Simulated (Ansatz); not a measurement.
## SnO2 (Cassiterite): the G0W0 gap against the k mesh

Wanted: mesh convergence of the gap correction in SnO2 (Cassiterite).

Method: G0W0 on PBE, plane waves, PAW, in Ansatz 0.2.0.

The raw output is cut from this account; settings, times and results stay.

**1. The structure**

Symmetry: P4_2/mnm, No. 136, tetragonal system. The conventional cell has a = 4.738 Å, b = 4.738 Å, c = 3.187 Å, α = 90.00°, β = 90.00°, γ = 90.00°. Nearest to Sn lie 6 O at 2.05 to 2.06 Å. Nearest to O lie 3 Sn at 2.05 to 2.06 Å. Farther neighbours, and contacts between anions beyond the nearest, are not listed.

Structure file:

```cif
data_structure
_symmetry_space_group_name_H-M 'P4_2/mnm'
_symmetry_Int_Tables_number 136
_cell_length_a 4.7380
_cell_length_b 4.7380
_cell_length_c 3.1865
_cell_angle_alpha 90.000
_cell_angle_beta 90.000
_cell_angle_gamma 90.000
_cell_volume 71.53
loop_
_atom_site_label
_atom_site_type_symbol
_atom_site_symmetry_multiplicity
_atom_site_Wyckoff_symbol
_atom_site_fract_x
_atom_site_fract_y
_atom_site_fract_z
_atom_site_occupancy
Sn1 Sn 2 a 0.00000 0.00000 0.00000 1
O1 O 4 f 0.30710 0.30710 0.00000 1
```

The cell and positions come from the Crystallography Open Database and are kept as given unless a step says otherwise. The default PAW set here is soft_2. Its files were made with PBE.

**2. The 2×2×2 mesh**

G0W0 replaces the xc potential by the self-energy, built once from these orbitals. Only a window of levels is corrected, while the sums run over the empty bands that the input names.

Contents of input.yaml:

```yaml
crystal:
  lattice:
    - [4.738, 0.0, 0.0]
    - [0.0, 4.738, 0.0]
    - [0.0, 0.0, 3.1865]
  atoms:
    - { symbol: Sn, position: [0.0, 0.0, 0.0] }
    - { symbol: Sn, position: [0.5, 0.5, 0.5] }
    - { symbol: O, position: [0.3071, 0.3071, 0.0] }
    - { symbol: O, position: [0.1929, 0.8071, 0.5] }
    - { symbol: O, position: [0.6929, 0.6929, 0.0] }
    - { symbol: O, position: [0.8071, 0.1929, 0.5] }
kpoints:
  mp_grid: { grid: [2, 2, 2] }
hamiltonian:
  xc: pbe
scf:
  occupations: { method: fixed }
gw:
  n_empty_bands: 162
  ecut_chi: 100
  qp_bands: [v2, c2]
  qp_kpoints: band_edges
  screening: { model: contour_deformation }
```

On the command line:

```
$ ansatz run input.yaml --threads 3 --pin off --max-ram 92160MiB --backend cuda --events-out ev --progress --plain --runs-dir out --devices 1 --max-vram 13GiB
```

Run time: 11 s. Hardware: 1 × NVIDIA H100 80GB HBM3 (shared by 6 runs) with 3 threads of AMD EPYC 7R13 (Zen 3), shared host; peak memory 1.1 GiB; 4.5 s of CPU time.

Numbers from this step:

```
bands summed                                 : 188
RPA ε∞ on this mesh (eigenvalues)            : 7.271, 8.110, 8.110
plane waves in the screening matrix          : 161
q-points in the mesh                         : 8
G0W0 gap on the mesh                         : 2.400 eV
k of the valence top                         : 0, 0, 0
k of the conduction bottom                   : 0, 0, 0
starting gap on the mesh                     : 1.238 eV
Z at the valence top                         : 0.7268
Z at the conduction bottom                   : 0.7851
least direct G0W0 gap on the computed points : 2.400 eV
```

The gap on the mesh goes from 1.24 eV to 2.40 eV, a correction of +1.16 eV. Between the two edge states, bare exchange in place of the xc potential would open the gap by 10.80 eV, and correlation takes back 9.64 eV.

**3. The 2×2×4 mesh**

Only the mesh changes. It samples the long-range screening, which converges on its own terms.

input.yaml, as its differences from that of step 2:

```diff
@@ -13,3 +13,3 @@
 kpoints:
-  mp_grid: { grid: [2, 2, 2] }
+  mp_grid: { grid: [2, 2, 4] }
 hamiltonian:
```

Run time: 16 s. Hardware: 1 × NVIDIA H100 80GB HBM3 (shared by 6 runs) with 3 threads; peak memory 1.1 GiB.

This step gave:

```yaml
bands_summed: 188
rpa_eps_infinity_on_this_mesh_eigenvalues: 5.229, 5.840, 5.840
plane_waves_in_the_screening_matrix: 161
q_points_in_the_mesh: 16
g0w0_gap_on_the_mesh: 2.602 eV
k_of_the_valence_top: 0, 0, 0
k_of_the_conduction_bottom: 0, 0, 0
starting_gap_on_the_mesh: 1.274 eV
z_at_the_valence_top: 0.7324
z_at_the_conduction_bottom: 0.7952
least_direct_g0w0_gap_on_the_computed_points: 2.602 eV
```

Against the run with 2×2×2 mesh, 162 empty bands, screening to 100 eV, the gap moves by +0.20 eV, while the start moved by +0.04 eV.

**4. The 4×4×4 mesh**

input.yaml, as its differences from that of step 3:

```diff
@@ -13,3 +13,3 @@
 kpoints:
-  mp_grid: { grid: [2, 2, 4] }
+  mp_grid: { grid: [4, 4, 4] }
 hamiltonian:
```

Run time: 11 s. Hardware: 1 × NVIDIA H100 80GB HBM3 (shared by 6 runs) with 3 threads; peak memory 1.2 GiB.

Numbers from this step:

- bands summed: 188
- RPA ε∞ on this mesh (eigenvalues): 4.508, 4.508, 4.758
- plane waves in the screening matrix: 161
- G0W0 gap on the mesh: 2.747 eV
- k of the valence top: 0, 0, 0
- k of the conduction bottom: 0, 0, 0
- starting gap on the mesh: 1.281 eV
- least direct G0W0 gap on the computed points: 2.747 eV

Against the run with 2×2×4 mesh, 162 empty bands, screening to 100 eV, the gap moves by +0.14 eV.

**5. The 4×4×6 mesh**

input.yaml, as its differences from that of step 4:

```diff
@@ -13,3 +13,3 @@
 kpoints:
-  mp_grid: { grid: [4, 4, 4] }
+  mp_grid: { grid: [4, 4, 6] }
 hamiltonian:
```

Wall time 15 s (1 × NVIDIA H100 80GB HBM3 (shared by 6 runs) with 3 threads); peak memory 1.3 GiB; 15 s of CPU time.

Read from the output:

```yaml
bands_summed: 188
rpa_eps_infinity_on_this_mesh_eigenvalues: 4.380, 4.380, 4.577
plane_waves_in_the_screening_matrix: 161
g0w0_gap_on_the_mesh: 2.760 eV
k_of_the_valence_top: 0, 0, 0
k_of_the_conduction_bottom: 0, 0, 0
starting_gap_on_the_mesh: 1.282 eV
least_direct_g0w0_gap_on_the_computed_points: 2.760 eV
```

Against the run with 4×4×4 mesh, 162 empty bands, screening to 100 eV, the gap moves by +0.013 eV.

**6. The 6×6×8 mesh**

input.yaml, as its differences from that of step 5:

```diff
@@ -13,3 +13,3 @@
 kpoints:
-  mp_grid: { grid: [4, 4, 6] }
+  mp_grid: { grid: [6, 6, 8] }
 hamiltonian:
```

Wall time 71 s (1 × NVIDIA H100 80GB HBM3 (shared by 6 runs) with 3 threads); peak memory 1.6 GiB; 1.9 min of CPU time.

Numbers from this step:

```
bands summed                                 : 188
RPA ε∞ on this mesh (eigenvalues)            : 4.250, 4.250, 4.528
plane waves in the screening matrix          : 161
G0W0 gap on the mesh                         : 2.760 eV
k of the valence top                         : 0, 0, 0
k of the conduction bottom                   : 0, 0, 0
starting gap on the mesh                     : 1.282 eV
least direct G0W0 gap on the computed points : 2.760 eV
```

Against the run with 4×4×6 mesh, 162 empty bands, screening to 100 eV, the gap moves by +0.0001 eV.

**7. The meshes together**

Times are wall times on 1 × NVIDIA H100 80GB HBM3 (shared by 6 runs) with 3 threads of AMD EPYC 7R13 (Zen 3), shared host, good to a factor of about two.

| mesh | points | irreducible | start (eV) | G0W0 (eV) | shift (eV) | RPA ε∞ (mean) | time |
| --- | --- | --- | --- | --- | --- | --- | --- |
| 2×2×2 | 8 | 6 | 1.238 | 2.400 | +1.162 | 7.83 | 11 s |
| 2×2×4 | 16 | 9 | 1.274 | 2.602 | +1.328 | 5.64 | 16 s |
| 4×4×4 | 64 | 18 | 1.281 | 2.747 | +1.466 | 4.59 | 11 s |
| 4×4×6 | 96 | 24 | 1.282 | 2.760 | +1.478 | 4.45 | 15 s |
| 6×6×8 | 288 | 50 | 1.282 | 2.760 | +1.478 | 4.34 | 71 s |

**8. Outcome**

```yaml
2x2x2: 2.400 eV (shift +1.162)
2x2x4: 2.602 eV (shift +1.328)
4x4x4: 2.747 eV (shift +1.466)
4x4x6: 2.760 eV (shift +1.478)
6x6x8: 2.760 eV (shift +1.478)
settings: PBE start, 162 empty bands, 100 eV
```

What this shows: The shift is +1.16 eV on 2×2×2 and +1.48 eV on 6×6×8; the last step moves it by −0.0003 eV. The RPA ε∞ (mean) ranges from 4.34 to 7.83 and ends at 4.34; the coarsest mesh overstates it. From 8 to 288 points the time grows 6.6-fold. Bands and cutoff are modest here, so the values stand short of the basis limit. The many-body steps are scalar-relativistic: spin-orbit coupling is not in them.

[Long decimals in the printed logs are rounded to 6 places.]

[Logs are printed without paths, hosts, clocks, repeated set-up lines and the standing remarks that a program may print on its own settings, such as how far it seeks lower states.]

[Paths, hosts, dates, memory and timing lines, banners, echoed tables and standing remarks are left out of the program output; an Ansatz launch command may be rebuilt from the run's recorded settings. Measured values are a selection of at most five: reports struck by readers or far from the other reports are left out. None is set beside runs whose start may be inverted or whose files or cutoffs have a known fault.]

[Runs of the session that timed out or met a known fault of the program may be left out.]

[Cells called generated may have been cut or substituted from an entry of the Crystallography Open Database or the Materials Project.]

[Hosts, paths, dates, database ids (printed as entryN), source tags and the programs' standing remarks are cut or masked in the printed files.]

[Where the starting crystal was built by hand or by swapping elements, it need not be the compound's stable phase.]
